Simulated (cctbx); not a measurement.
# RbSr14Sb across an absorption edge

Space group P-6m2 (no. 187), a = 8.1270 Å, b = 8.1270 Å, c = 13.3440 Å, α = 90.00°, β = 90.00°, γ = 120.00°.

| atom | mult. | x | y | z | Ueq (Å²) |
| --- | --- | --- | --- | --- | --- |
| Sb1 | 1 | 0 | 0 | 1/2 | 0.0028 |
| Sr1 | 2 | 2/3 | 1/3 | 0.7520 | 0.0035 |
| Sr2 | 6 | 0.6576 | 0.8288 | 0.7488 | 0.0031 |
| Sr3 | 3 | 0.5006 | 0.4994 | 1/2 | 0.0031 |
| Sr4 | 3 | 0.4989 | 0.5011 | 0 | 0.0042 |
| Rb1 | 1 | 0 | 0 | 0 | 0.0027 |

The model is made up (kin elements in a known structure type, no relaxation), so it says nothing on whether the phase exists.

Calculated with cctbx: free-atom f′ and f″ from the Sasaki tables, no fine structure; amplitudes in electrons.

| E (eV) | F 0 2 0 | F 0 1 2 | F 1 1 1 | F 0 0 3 |
| --- | --- | --- | --- | --- |
| 14600 | 247.4 | 19.9 | 13.9 | 13.7 |
| 14950 | 245.5 | 19.4 | 14.6 | 14.5 |
| 15080 | 244.4 | 18.9 | 15.3 | 15.2 |
| 15140 | 243.6 | 18.3 | 16.0 | 15.8 |
| 15170 | 243.0 | 17.7 | 16.7 | 16.5 |
| 15185 | 242.6 | 17.1 | 17.4 | 17.2 |
| 15192 | 242.2 | 16.5 | 18.0 | 17.8 |
| 15196 | 241.8 | 15.9 | 18.6 | 18.5 |
| 15204 | 238.8 | 16.8 | 19.0 | 18.9 |
| 15208 | 239.3 | 17.6 | 18.2 | 18.0 |
| 15215 | 239.6 | 18.2 | 17.5 | 17.3 |
| 15230 | 239.9 | 18.9 | 16.7 | 16.6 |
| 15260 | 240.2 | 19.6 | 16.0 | 15.8 |
| 15350 | 240.1 | 20.7 | 15.0 | 14.8 |
| 15600 | 238.2 | 22.2 | 13.9 | 13.8 |

**Question.** Which edge is crossed, and why do the reflections move as they do?

The K edge of Rb. The edge is at 15200 eV. f′ of Rb falls from -4.4 e at 15080 eV to -7.7 e at 4 eV below it, and f″ steps from 0.51 to 3.78 e across it. Over that approach |F| changes by -1 % (0 2 0), -16 % (0 1 2), +22 % (1 1 1) and +22 % (0 0 3): a reflection falls where Rb scatters in phase with the total and rises where it scatters against it; it hardly moves where the Rb term is small or cancels by symmetry or lies in quadrature to the total. The f″ term interferes with the normal scattering with opposite sign for the two Friedel mates. The largest Friedel difference in the scan is 11.3 % of the mean (0 1 2, at 15204 eV).
